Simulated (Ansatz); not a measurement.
# La on Pd(111): change of the work function, part 4 of 4

How does one ordered layer of La (hcp site) change the work function of Pd(111), and what dipole does each adsorbate carry?

Ansatz 0.2.0; plane-wave DFT, RPBE, Ansatz PAW (the session's first sound run).

So far, work function, upper face (eV): step 2 (the clean slab, RPBE) 5.10; step 5 (the 0.25 ML cell at another level of theory, cutoff 420 eV, functional PBE) 2.21; step 6 (the 0.25 ML cell at another level of theory, cutoff 420 eV, functional revpbe) 2.09; step 7 (the 0.25 ML cell at another level of theory, cutoff 420 eV, functional PBEsol) 2.24; step 8 (the 0.25 ML cell at another level of theory, cutoff 500 eV, functional r2SCAN) 2.17.

### Step 11. Varying the input

System of this step: Pd(111). The cell holds 4 atoms: 4 Pd. Cell: a = 2.751 Å, b = 2.751 Å, c = 24.738 Å, α = 90.0°, β = 90.0°, γ = 60.0°. Vacuum lies along c.

Another changed input: it repeats the earlier run at 0 ML with scf.eigensolver.kind to davidson, scf.mixing.algorithm to anderson, scf.mixing.beta to 0.2 and scf.mixing.ndim to 4.

File input.yaml:

```yaml
crystal:
  lattice:
    - [2.7506453788, 0.0, 0.0]
    - [1.3753226894, 2.3821287749, 0.0]
    - [0.0, 0.0, 24.7376776414]
  atoms:
    - { symbol: Pd, position: [0.0, 0.0, 0.3638174986] }
    - { symbol: Pd, position: [0.3333333333, 0.3333333333, 0.4546058329] }
    - { symbol: Pd, position: [0.6666666667, 0.6666666667, 0.5453941671] }
    - { symbol: Pd, position: [0.0, 0.0, 0.6361825014] }
kpoints:
  mp_grid: { grid: [12, 12, 1] }
hamiltonian:
  xc: rpbe
scf:
  occupations: { method: fermi_dirac, width: 0.1 }
  convergence: { dr2_threshold: 1.0e-08 }
  eigensolver: { kind: davidson }
  mixing: { algorithm: anderson, beta: 0.2, ndim: 4 }
efield:
  axis: 3
  dipole_correction: true
  ramp_position: 0.97
  ramp_width: 0.06
relax:
  f_tol: 0.02
  max_steps: 60
  constraints: [{ sites: [0, 1] }]
output:
  write_potential: true
  write_density: true
  volumetric_format: npy
```

Launch:

```
$ ansatz run input.yaml --threads 4 --pin off --max-ram 6144MiB --backend cpu --events-out ev --progress --plain --runs-dir out
```

Numbers of over 12 decimals in the logs are rounded to 6 here.

The log of the run:

```text
[...]
Crystal: 4 atoms, lattice volume = 162.091 Å³
Basis set: ecut = 420 eV, 3173 PW (Γ), exchange–correlation on 40×40×360 points (8 copies of the dense FFT grid, shifted against one another)
Bands: 44, of which v1, the nominal top of the filled ones, is band 36 counted from 1 (35 counted from 0)
Symmetry: 6 space group operations
k-points: 19 of 144 (time reversal used)
[...]
SCF iter   1: F=—  HF=-27921.471780 eV  |F-HF|=—  |Δ(HF+E_count)|=         —  Δρ=1.13e-2  dr2=1.22e0  ethr=1.77e-3  p=0.000 e·Å  D=2.93e-13 V/Å  ΔV_dip=-0.00 eV  dr2_dipole=1.48e-10  V_vac-E_F(+/−)=4.86/4.86 eV  ⟨swp⟩=12.2  Hψ=3980  notcnv=0
[...]
SCF iter  15: F=-27921.432971 eV  HF=-27921.432970 eV  |F-HF|=1.99e-8  |Δ(HF+E_count)|=   4.34e-8  Δρ=1.78e-6  dr2=6.43e-9  ethr=2.96e-11  p=0.000 e·Å  D=8.11e-9 V/Å  ΔV_dip=-0.00 eV  dr2_dipole=6.85e-15  V_vac-E_F(+/−)=5.05/5.05 eV  ⟨swp⟩=3.3  Hψ=1643  notcnv=0
SCF 1 converged in 15 iterations: F = -27921.432971 eV  dr2 = 6.43e-9
  Residual-converged pass: ⟨swp⟩=6.9  Hψ=3814  notcnv=0  max |occ|·‖R‖ = 9.6e-9 eV (tolerance 1.0e-8 eV)  dr2=6.45e-9  dr2_onsite=2.42e-10  max |Δocc| = 8.3e-9
[...]
relax step   1: F+E_penalty+E_count = -27921.43297051 eV  Δ(F+E_penalty+E_count) = +0.000e0 eV  max|allowed force component| = 5.144e-1 eV/Å  Δτ_max = 0.0000 Å  (15 SCF iters, accepted)
[...]
SCF iter  18: F=-27921.475543 eV  HF=-27921.475543 eV  |F-HF|=1.12e-8  |Δ(HF+E_count)|=   1.30e-9  Δρ=2.41e-6  dr2=8.12e-9  ethr=2.54e-11  p=-0.001 e·Å  D=-1.56e-3 V/Å  ΔV_dip=0.04 eV  dr2_dipole=8.99e-14  V_vac-E_F(+/−)=5.10/5.06 eV  ⟨swp⟩=2.0  Hψ=1547  notcnv=0
SCF 2 converged in 18 iterations: F = -27921.475543 eV  dr2 = 8.12e-9
[...]
relax step   2: F+E_penalty+E_count = -27921.47554280 eV  Δ(F+E_penalty+E_count) = -4.257e-2 eV  max|allowed force component| = 1.119e-1 eV/Å  Δτ_max = 0.1920 Å  (18 SCF iters, accepted)
SCF iter   1: F=—  HF=-27921.476505 eV  |F-HF|=—  |Δ(HF+E_count)|=         —  Δρ=8.89e-4  dr2=3.53e-3  ethr=1.53e-5  p=-0.001 e·Å  D=-1.56e-3 V/Å  ΔV_dip=0.04 eV  dr2_dipole=9.33e-4  V_vac-E_F(+/−)=5.10/5.06 eV  ⟨swp⟩=3.6  Hψ=2066  notcnv=0
[...]
SCF iter  13: F=-27921.476309 eV  HF=-27921.476309 eV  |F-HF|=2.01e-9  |Δ(HF+E_count)|=   6.15e-9  Δρ=2.40e-6  dr2=9.05e-9  ethr=1.45e-11  p=-0.001 e·Å  D=-1.34e-3 V/Å  ΔV_dip=0.03 eV  dr2_dipole=1.15e-9  V_vac-E_F(+/−)=5.10/5.06 eV  ⟨swp⟩=2.1  Hψ=1548  notcnv=0
SCF 3 converged in 13 iterations: F = -27921.476309 eV  dr2 = 9.05e-9
[...]
relax step   3: F+E_penalty+E_count = -27921.47630897 eV  Δ(F+E_penalty+E_count) = -7.662e-4 eV  max|allowed force component| = 3.641e-3 eV/Å  Δτ_max = 0.0140 Å  (13 SCF iters, accepted)
[...]
WARN: The input density's exchange-correlation potential varies sharply where the density is thin. Do not read a vacuum level from v_tot or v_xc, or from such a field of the output density. On a cell that repeats whose density bears no net charge and no dipole along the vacuum's axis use v_es (v_loc + v_h of the components); under efield.dipole_correction with no amplitude use v_es + v_field, which holds any external [...]
SCF converged after 13 iterations
Stability not checked: this state was not tested for a lower state beside it, because the mixer in use, unlike msr1, does not test its closes by its own steps (another_mixer; see scf.mixing.algorithm and scf.lower_state_search)
Free energy (F): -27921.476309 eV
[...]
Internal energy: -27921.199338 eV  (E = F + TS)
E sigma→0 (E₀):  -27921.337824 eV
Entropy (-TS):   -0.276971 eV (-69.243 meV/atom)
Fermi energy:    4.011389 eV
Dipole field:    D = -0.001288 V/Å  (p = -0.001154 e·Å, saw-weighted, corrected)
Work function:   Φ+ = 5.0947 eV   Φ− = 5.0628 eV
[...]
--- Forces (eV/Å), atoms counted from 1 ---
  atom   1  Pd     0.00000000    -0.00000000    -0.50862118
  atom   2  Pd     0.00000000    -0.00000000     0.50829722
  atom   3  Pd     0.00000000     0.00000000    -0.00335252
  atom   4  Pd     0.00000000     0.00000000     0.00364051
  max |Σ_I F_I| component: 3.60e-5 eV/Å
--- Band table (eV; the first three rows and the last of 19) ---
  k-point 0: bands = [... 32 lower, 2.8862, 3.1335, 3.1335, 3.6335, 3.6335, 3.9056, 3.9056, 4.4509, ... 4 higher]
  k-point 1: bands = [... 32 lower, 2.8048, 3.1286, 3.1318, 3.2900, 3.6290, 3.6809, 3.9121, 5.0306, ... 4 higher]
  k-point 2: bands = [... 32 lower, 2.6774, 2.7105, 3.0864, 3.0964, 3.6110, 3.9255, 4.1595, 5.9572, ... 4 higher]
  k-point 18: bands = [... 32 lower, 3.4994, 3.7134, 3.7424, 3.7637, 10.3989, 10.5762, 10.5919, 11.2798, ... 4 higher]
--- Relaxed structure (3 steps of the walk, 3 accepted, 0 SCFs on fresh bases) ---
  F+E_penalty+E_count = -27921.47630897 eV   max|allowed force component| = 3.641e-3 eV/Å
  atoms:
    - { symbol: Pd, position: [0.0, 0.0, 0.3638174986] }
    - { symbol: Pd, position: [0.333333, 0.333333, 0.454606] }
    - { symbol: Pd, position: [0.666667, 0.666667, 0.549109] }
    - { symbol: Pd, position: [0, 0, 0.643935] }
```

Wall time 10 s (4 threads of Intel Xeon 6975P-C (Granite Rapids), shared host); peak memory 0.54 GiB; 37 s of CPU time.

Step by step:

```tsv
step	energy less that of the first step (eV)	largest force component (eV/Å)
1	0.0000	0.5144
2	-0.0426	0.1119
3	-0.0433	0.0036
```

Forces are held to the 6 operations that the run works with; a distortion that breaks them can't arise in this run.

The atoms that moved most (Å):

```tsv
atom	dx	dy	dz	length
Pd4	0.000	0.000	0.192	0.192
Pd3	0.000	0.000	0.092	0.092
```

The relaxed structure:

```cif
data_structure
_symmetry_space_group_name_H-M 'P 1'
_symmetry_Int_Tables_number 1
_cell_length_a 2.7506
_cell_length_b 2.7506
_cell_length_c 24.7377
_cell_angle_alpha 90.000
_cell_angle_beta 90.000
_cell_angle_gamma 60.000
_cell_volume 162.09
loop_
_atom_site_label
_atom_site_type_symbol
_atom_site_fract_x
_atom_site_fract_y
_atom_site_fract_z
_atom_site_occupancy
Pd1 Pd 0.00000 0.00000 0.36382 1
Pd2 Pd 0.33333 0.33333 0.45461 1
Pd3 Pd 0.66667 0.66667 0.54911 1
Pd4 Pd 0.00000 0.00000 0.64394 1
```

This step gave:

```yaml
energy_at_zero_smearing: -27921.3378 eV
work_function_upper_face: 5.095 eV
work_function_lower_face: 5.063 eV
dipole_along_the_normal: -0.001154 e·Å
step_between_the_vacuum_levels: 0.03186 eV
```

```tsv
quantity	this run	earlier run	difference
work function, upper face (eV)	5.095	5.096	-8.8e-4
work function, lower face (eV)	5.063	5.062	7.7e-4
dipole along the normal (e·Å)	-0.001154	-0.001213	6.0e-5
```

What moves beyond 0.01 in its unit (for the dipole 0.5 % and 5e-5 e·Å): dipole along the normal (+5.97e-05 e·Å).

### Step 12. What came out

| Property | Result |
| --- | --- |
| work function of the clean face | 5.10 eV |
| work function at 0.25 ML | 2.08 eV |
| dipole per adsorbate at 0.25 ML, positive end outwards | 2.08 D |

In words: La lowers the work function of Pd(111) at the lowest coverage, by 3.01 eV: the adsorbate layer has its positive end outwards. One coverage alone was completed, so no trend follows. The slab has 4 layers, at the tabulated experimental lattice constant, one starting site was run, and quantum-size effects of a slab this thin can reach one or two tenths of an eV. The main runs have no spin polarisation; a magnetic state could lie lower and would change these results.

[Logs are printed without paths, hosts, clocks, repeated set-up lines and the standing remarks that a program may print on its own settings, such as how far it seeks lower states.]

[Hosts, paths, dates, database ids (printed as entryN), source tags and the programs' standing remarks are cut or masked in the printed files.]

[Maps of the electrostatic potential energy from Ansatz leave out the sawtooth potential of an applied field or a dipole correction, so their vacuum need not be flat; planar profiles and work functions include it.]
